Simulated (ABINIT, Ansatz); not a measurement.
An input for ABINIT 10.8.3 (CsPbCl3 (Pm-3m)):

```
acell 3*1.0 Angstrom
rprim 
  5.605000000000 0.000000000000 0.000000000000
  0.000000000000 5.605000000000 0.000000000000
  0.000000000000 0.000000000000 5.605000000000
ntypat 3
znucl 55 82 17
natom 5
typat 1 2 3 3 3
xred 
  0.000000000000 0.000000000000 0.000000000000
  0.500000000000 0.500000000000 0.500000000000
  0.500000000000 0.500000000000 0.000000000000
  0.000000000000 0.500000000000 0.500000000000
  0.500000000000 0.000000000000 0.500000000000
pp_dirpath "pseudos"
pseudos "Cs.upf, Pb.upf, Cl.upf"
ecut 32
ngkpt 4 4 4
nshiftk 1
shiftk 0 0 0
kptopt 1
chksymbreak 0
istwfk *1
occopt 1
irdwfk 1
optdriver 3
nband 240
ecuteps 5.2
inclvkb 2
awtr 1
symchi 1
indata_prefix "in"
outdata_prefix "out"
tmpdata_prefix "tmp"
```

```sh
OMP_NUM_THREADS=1 mpirun -n 4 abinit run.abi > log
```

Q: How long will it take on 4 MPI ranks of Arm Neoverse N1, shared host, and how much memory?

It took 27 min; on shared hardware allow 14 min to 54 min. Peak host memory was 4.5 GiB.

[Paths, hosts, dates, memory and timing lines, banners, echoed tables and standing remarks are left out of the program output.]

[Logs are printed without paths, hosts, clocks, repeated set-up lines and the standing remarks that a program may print on its own settings, such as how far it seeks lower states.]

[Runs of the session that timed out or met a known fault of the program may be left out.]

[Hosts, paths, dates, database ids (printed as entryN), source tags and the programs' standing remarks are cut or masked in the printed files.]

[G0W0 gaps are taken among the corrected bands and points alone; a level outside them can change the order at an edge.]

[Where Ansatz stands beside ABINIT at settings called matched, ABINIT's density can come from a denser mesh and the files from another edition; pairs whose starting gaps differed by over 0.03 eV were left out, so agreement reads better than it is.]
